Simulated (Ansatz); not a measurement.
**In (I4/mmm): Migdal–Eliashberg transition temperature**

Aim: the phonon-mediated transition temperature of In (I4/mmm) at ambient pressure, over a range of μ*. The cell shown first is a relaxed one, from steps not shown here.

Calculated with Ansatz 0.2.0; DFT PBE, scalar-relativistic, plane waves, PAW; PAW set soft_1.

**What experiment says.**

“Electronic transport properties of topological insulator films and low dimensional superconductors” (2013, arxiv:1310.7405) quotes from earlier work for In (bulk In, determined independently): superconducting transition temperature (bulk Tc) 3.4 K.

Most raw output is cut from this account.

In doubt: the program doubts the meshes or the phonons of the coupling sums (steps 2, 4), which bears on λ, Tc and transport values.

**1. The cell after earlier relaxation steps**

Symmetry: I4/mmm, No. 139, tetragonal system. Conventional cell: a = 3.291 Å, b = 3.291 Å, c = 5.086 Å, α = 90.00°, β = 90.00°, γ = 90.00°. Nearest to In lie 12 In at 3.29 to 3.45 Å.

**2. Coupling and resistivity: q 6×6×6, k 18×18×18, scattering 24×24×24**

The run that gives the couplings also evaluates McMillan's and Allen and Dynes's formulas and, where asked, the Eliashberg equations, over a range of μ*.

Contents of input.yaml:

```yaml
crystal:
  lattice:
    - [-1.6455390351, 1.6455390351, 2.5429229113]
    - [1.6455390351, -1.6455390351, 2.5429229113]
    - [1.6455390351, 1.6455390351, -2.5429229113]
  atoms:
    - { symbol: In, position: [0.0, 0.0, 0.0] }
kpoints:
  mp_grid: { grid: [18, 18, 18] }
hamiltonian:
  xc: pbe
  pseudopotentials: { kind: paw, azcp: { folder: soft_1 } }
scf:
  occupations: { method: methfessel_paxton, width: 0.2 }
output:
  eigenvalues: true
phonons:
  method: dfpt
  qmesh: [6, 6, 6]
  temperatures: { t_max: 1000, t_step: 50 }
  qpath:
    path:
      - [0.0, 0.0, 0.0]
      - [0.0, 0.0, 0.5]
      - [0.25, 0.25, 0.25]
      - [0.0, 0.5, 0.0]
      - [0.0, 0.0, 0.0]
      - [0.5, 0.5, -0.5]
    npoints: 6
  electrical_resistivity:
    mesh: [24, 24, 24]
    temperatures: [20.0, 50.0, 80.0, 100.0, 150.0, 200.0, 273.0, 300.0, 400.0, 500.0, 600.0, 800.0]
  superconductivity: { mesh: [24, 24, 24] }
```

Launch:

```bash
$ ansatz run input.yaml --threads 16 --pin off --max-ram 92160MiB --backend cuda --events-out ev --progress --plain --runs-dir out --max-vram 78GiB
```

It took 2.8 min on 1 × NVIDIA GB200 with 16 threads of Arm Neoverse V2, shared host; peak memory 4.4 GiB; 23 min of CPU time.

Numbers from this step:

```yaml
volume_per_atom: 27.54 Å³/atom
metallic_on_mesh: yes
gap_on_the_k_mesh: 0 eV
zero_point_energy: 0.01101 eV/cell
share_of_imaginary_modes_in_the_plain_interpolation_between_solved_wavevectors: 0
highest_frequency_solved_or_plainly_interpolated: 108.5 cm⁻¹
debye_temperature_second_moment: 120 K
resistivity_at_300_k: 9.664 μΩ cm, mean of the axes
coupling_constant_lambda: 0.9715
density_of_states_at_the_fermi_level: 0.2198 states/eV a spin and cell
log_mean_phonon_energy_omega_log: 5.308 meV
transport_coupling_constant_lambda_tr: 0.7824, 0.7824, 0.8043 (xx, yy, zz)
drude_plasma_energy: 9.817, 9.817, 9.861 eV (xx, yy, zz)
resistivity_times_mean_free_path: 7.965, 7.965, 7.736 × 10⁻¹⁶ Ω m² (xx, yy, zz)
second_moment_phonon_energy_omega: 6.866 meV
coupling_lambda_by_branch: 0.445, 0.3, 0.226 (branches by rank of frequency)
```

Transition temperatures:

```
  μ*  McMillan Tc (K)  Allen–Dynes Tc (K)  isotropic Fermi-surface Tc (K)  isotropic full bandwidth Tc (K)  anisotropic Fermi-surface Tc (K)  anisotropic full bandwidth Tc (K)  anisotropic narrow window Tc (K)
0.08             4.51                4.85                            4.64                             4.64                              4.74                               4.74                              4.74
 0.1              4.1                4.38                             4.1                              4.1                              4.21                               4.21                              4.21
0.12              3.7                3.92                             3.6                              3.6                              3.71                               3.71                              3.71
0.13              3.5                 3.7                            3.37                             3.37                              3.47                               3.47                              3.47
0.14              3.3                3.49                            3.14                             3.14                              3.25                               3.25                              3.25
0.16             2.92                3.07                             2.7                              2.7                              2.81                               2.81                              2.81
 0.2              2.2                 2.3                            1.94                             1.94                              2.05                               2.05                              2.05
```

**3. Resistivity: q 6×6×6, k 24×24×24, scattering 32×32×32**

The next rung changes the k mesh of the density and its response; the scattering mesh, which samples the Fermi surface.

Edit input.yaml of step 2 so:

```diff
@@ -8,3 +8,3 @@
 kpoints:
-  mp_grid: { grid: [18, 18, 18] }
+  mp_grid: { grid: [24, 24, 24] }
 hamiltonian:
@@ -30,4 +30,4 @@
   electrical_resistivity:
-    mesh: [24, 24, 24]
+    mesh: [32, 32, 32]
     temperatures: [20.0, 50.0, 80.0, 100.0, 150.0, 200.0, 273.0, 300.0, 400.0, 500.0, 600.0, 800.0]
-  superconductivity: { mesh: [24, 24, 24] }
+  superconductivity: { mesh: [32, 32, 32] }
```

It took 5.3 min on 1 × NVIDIA GB200 with 16 threads; peak memory 8.7 GiB.

Numbers from this step:

| Quantity | Value |
| --- | --- |
| zero point energy | 0.01112 eV/cell |
| highest frequency, solved or plainly interpolated | 106.8 cm⁻¹ |
| Debye temperature (second moment) | 121 K |
| resistivity at 300 K | 9.528 μΩ cm, mean of the axes |
| coupling constant λ | 0.9667 |
| density of states at the Fermi level | 0.2193 states/eV a spin and cell |
| log mean phonon energy ħω_log | 5.334 meV |
| transport coupling constant λ_tr | 0.7762, 0.7762, 0.7998 (xx, yy, zz) |
| Drude plasma energy | 9.868, 9.868, 9.876 eV (xx, yy, zz) |
| resistivity times mean free path | 7.896, 7.896, 7.753 × 10⁻¹⁶ Ω m² (xx, yy, zz) |
| second-moment phonon energy ħω₂ | 6.881 meV |
| coupling λ by branch | 0.442, 0.299, 0.226 (branches by rank of frequency) |

Transition temperatures:

```
  μ*  McMillan Tc (K)  Allen–Dynes Tc (K)  isotropic Fermi-surface Tc (K)  isotropic full bandwidth Tc (K)  anisotropic Fermi-surface Tc (K)  anisotropic full bandwidth Tc (K)  anisotropic narrow window Tc (K)
0.08              4.5                4.83                            4.62                             4.62                              4.72                               4.72                              4.72
 0.1             4.09                4.36                            4.09                             4.09                              4.19                               4.19                              4.19
0.12             3.68                 3.9                            3.59                             3.59                              3.69                               3.69                              3.69
0.13             3.48                3.68                            3.35                             3.35                              3.46                               3.46                              3.46
0.14             3.29                3.47                            3.12                             3.12                              3.23                               3.23                              3.23
0.16              2.9                3.05                            2.69                             2.69                              2.79                               2.79                              2.79
 0.2             2.18                2.28                            1.92                             1.92                              2.03                               2.03                              2.03
```

For the log mean phonon energy ħω_log, step 2 gave 5.31 meV; this run, with k-mesh 24×24×24 and scattering mesh 32×32×32, gives 5.33 meV.

**4. Coupling and resistivity: q 8×8×8, k 24×24×24, scattering 44×44×44**

The next rung changes the q mesh, which sets the reach of the force constants and couplings; the scattering mesh, which samples the Fermi surface.

Edit input.yaml of step 3 so:

```diff
@@ -18,3 +18,3 @@
   method: dfpt
-  qmesh: [6, 6, 6]
+  qmesh: [8, 8, 8]
   temperatures: { t_max: 1000, t_step: 50 }
@@ -30,4 +30,4 @@
   electrical_resistivity:
-    mesh: [32, 32, 32]
+    mesh: [44, 44, 44]
     temperatures: [20.0, 50.0, 80.0, 100.0, 150.0, 200.0, 273.0, 300.0, 400.0, 500.0, 600.0, 800.0]
-  superconductivity: { mesh: [32, 32, 32] }
+  superconductivity: { mesh: [44, 44, 44] }
```

Wall time 19 min (1 × NVIDIA GB200 with 16 threads); peak memory 33 GiB; 3.5 h of CPU time.

This step gave:

| Item | Value |
| --- | --- |
| zero point energy | 0.01111 eV/cell |
| resistivity at 300 K | 9.485 μΩ cm, mean of the axes |
| coupling constant λ | 0.9703 |
| density of states at the Fermi level | 0.2194 states/eV a spin and cell |
| log mean phonon energy ħω_log | 5.305 meV |
| transport coupling constant λ_tr | 0.7767, 0.7767, 0.8021 (xx, yy, zz) |
| Drude plasma energy | 9.906, 9.906, 9.884 eV (xx, yy, zz) |
| resistivity times mean free path | 7.854, 7.854, 7.74 × 10⁻¹⁶ Ω m² (xx, yy, zz) |
| second-moment phonon energy ħω₂ | 6.868 meV |
| coupling λ by branch | 0.446, 0.299, 0.226 (branches by rank of frequency) |

Transition temperatures:

```
  μ*  McMillan Tc (K)  Allen–Dynes Tc (K)  isotropic Fermi-surface Tc (K)  isotropic full bandwidth Tc (K)  anisotropic Fermi-surface Tc (K)  anisotropic full bandwidth Tc (K)  anisotropic narrow window Tc (K)
0.08              4.5                4.84                            4.63                             4.63                              4.73                               4.73                              4.73
 0.1             4.09                4.36                             4.1                              4.1                               4.2                                4.2                               4.2
0.12             3.69                3.91                             3.6                              3.6                               3.7                                3.7                               3.7
0.13             3.49                3.69                            3.36                             3.36                              3.46                               3.46                              3.46
0.14             3.29                3.47                            3.13                             3.13                              3.23                               3.23                              3.23
0.16             2.91                3.06                            2.69                             2.69                               2.8                                2.8                               2.8
 0.2             2.19                2.29                            1.93                             1.93                              2.04                               2.04                              2.04
```

Eliashberg function α²F against phonon energy; read off at these points:

```
phonon energy (meV)      α²F   α²F tr
               0.50  0.00160   2.6e-4
               1.00  0.00932  0.00314
               1.50   0.0254   0.0125
               2.00   0.0720   0.0576
               2.50    0.123    0.110
               3.00    0.187    0.173
               3.50    0.226    0.210
               4.00    0.282    0.263
               4.50    0.353    0.325
               5.00    0.373    0.334
               5.36    0.401    0.352
               5.50    0.401    0.345
               5.88    0.422    0.341
               6.00    0.348    0.277
               6.50    0.244    0.188
               7.00    0.225    0.163
               7.50    0.219    0.151
               8.00    0.218    0.151
               8.50    0.238    0.176
               9.00    0.241    0.184
               9.50    0.229    0.176
              10.00    0.187    0.145
              10.50    0.245    0.172
              11.00    0.336    0.232
              11.50    0.321    0.216
              12.00    0.438    0.308
              12.50    0.277    0.182
              13.00    0.130   0.0899
```

Anisotropic full-bandwidth solution, weighted at the Fermi level. Gaps:

```
 mu*  T (K)  mean gap (meV)  5 % (meV)  95 % (meV)  mean Z
 0.1   1.05           0.691      0.611       0.813    1.93
 0.1    2.1           0.663      0.585        0.78    1.93
 0.1   3.15           0.542      0.478       0.635    1.95
 0.1   3.78            0.37      0.326       0.433    1.96
0.13  0.866           0.558      0.489       0.667    1.94
0.13   1.73           0.535      0.469       0.639    1.94
0.13    2.6           0.437      0.382        0.52    1.95
0.13   3.12           0.298       0.26       0.353    1.96
0.16    0.7           0.443      0.384       0.537    1.95
0.16    1.4           0.424      0.368       0.514    1.95
0.16    2.1           0.345      0.299       0.417    1.96
0.16   2.52           0.235      0.204       0.284    1.96
```

The dTc/da2F by phonon energy:

```
phonon energy (meV)  dTc/da2F (K/meV)
                0.5              1.60
                1.0              2.72
                1.5              3.28
                2.0              3.48
                2.5              3.48
                3.0              3.40
                3.5              3.28
                4.0              3.13
                4.5              2.99
                5.0              2.84
                5.5              2.71
                6.0              2.59
                6.5              2.46
                7.0              2.35
                7.5              2.24
                8.0              2.14
                8.5              2.06
                9.0              1.97
                9.5              1.89
               10.0              1.81
               10.5              1.74
               11.0              1.68
               11.5              1.61
               12.0              1.55
               12.5              1.49
               13.0              1.45
```

The share of the Fermi-level states by lambda of a state:

```
lambda of a state  share of the Fermi-level states
            0.694                                0
            0.728                           6.0e-4
            0.762                           0.0067
            0.796                           0.0109
            0.829                           0.0735
            0.863                            0.230
            0.897                            0.175
            0.931                            0.103
            0.965                            0.067
            0.999                           0.0462
            1.030                            0.042
            1.070                           0.0352
            1.100                           0.0553
            1.130                           0.0301
            1.170                           0.0064
            1.200                           0.0241
            1.240                           0.0299
            1.270                           0.0151
            1.300                           0.0171
            1.340                           0.0181
            1.370                           0.0121
            1.400                           0.0011
            1.440                           1.0e-4
            1.470                                0
```

Twice the integral of α²F/ω over this curve gives λ = 0.97, half of it from below 5.47 meV. Distinct peaks of the Eliashberg function α²F (α²F) stand at 5.88 and 12.03 meV; the one at 12.0 meV is strongest.

**5. Results**

| Quantity | Value |
| --- | --- |
| meshes | q 8×8×8, k 24×24×24, scattering 44×44×44 |
| coupling constant λ | 0.970 |
| log mean phonon energy ħω_log | 5.30 meV |
| Allen–Dynes Tc at μ* = 0.1 | 4.36 K |
| Allen–Dynes Tc at μ* = 0.13 | 3.69 K |
| anisotropic Eliashberg Tc at μ* = 0.1 | 4.2 K |
| anisotropic Eliashberg Tc at μ* = 0.13 | 3.46 K |

In words: In the last run (PBE, q 8×8×8, k 24×24×24, scattering 44×44×44), with λ = 0.97 and ħω_log = 5.30 meV, Tc at μ* = 0.13 is 3.5 K by McMillan's formula, 3.7 K by Allen and Dynes's and 3.5 K by the anisotropic Eliashberg equations. Allen and Dynes's formula meets the measured 3.4 K at μ* near 0.14. Raising μ* from 0.10 to 0.16 lowers the Allen–Dynes value from 4.4 to 3.1 K. The mean gap at a quarter of Tc gives 2Δ/k_B Tc = 3.74, against 3.53 in weak-coupling theory. The gap spreads from 0.49 to 0.67 meV over nine tenths of the Fermi surface. The run's transport test calls it not converged in the mesh; ρ(300 K) moves by 3 % in the component that moves most. λ of these runs moves by 0 to 3 % between their two finest meshes, and Tc by more, so small gaps between the runs or to the measured value rank nothing. In 2 of the runs shown, the last among them, the interpolated phonons dip below zero somewhere, which the program warns of. Over the runs, λ takes the values 0.972, 0.967 and 0.970, in the order shown. μ* is a typed number, phonons are harmonic, and spin fluctuations are left out; at μ* = 0.13 McMillan's formula turns 1 % in λ into about 1.8 % in Tc.

Calculation against experiment:

| quantity | measured | Allen–Dynes, PBE, q 6×6×6, fine 24×24×24 | Eliashberg, PBE, q 6×6×6, fine 24×24×24 | Allen–Dynes, PBE, q 6×6×6, fine 32×32×32 | Eliashberg, PBE, q 6×6×6, fine 32×32×32 | Allen–Dynes, PBE, q 8×8×8, fine 44×44×44 | Eliashberg, PBE, q 8×8×8, fine 44×44×44 |
| --- | --- | --- | --- | --- | --- | --- | --- |
| superconducting transition temperature (μ* = 0.13) (kelvin) | 3.4 | 3.70 (+8.8 %) | 3.47 (+2.1 %) | 3.68 (+8.2 %) | 3.46 (+1.8 %) | 3.69 (+8.5 %) | 3.46 (+1.8 %) |

Measured values from arxiv:1310.7405 (2013).

How well it matches: For the superconducting transition temperature, of the levels listed nearest comes Eliashberg, PBE, q 6×6×6, fine 32×32×32 (+1.8 %) and farthest Allen–Dynes, PBE, q 6×6×6, fine 24×24×24 (+8.8 %). Limits of convergence are named above.

[Logs are printed without paths, hosts, clocks, repeated set-up lines and the standing remarks that a program may print on its own settings, such as how far it seeks lower states.]

[Hosts, paths, dates, database ids (printed as entryN), source tags and the programs' standing remarks are cut or masked in the printed files.]
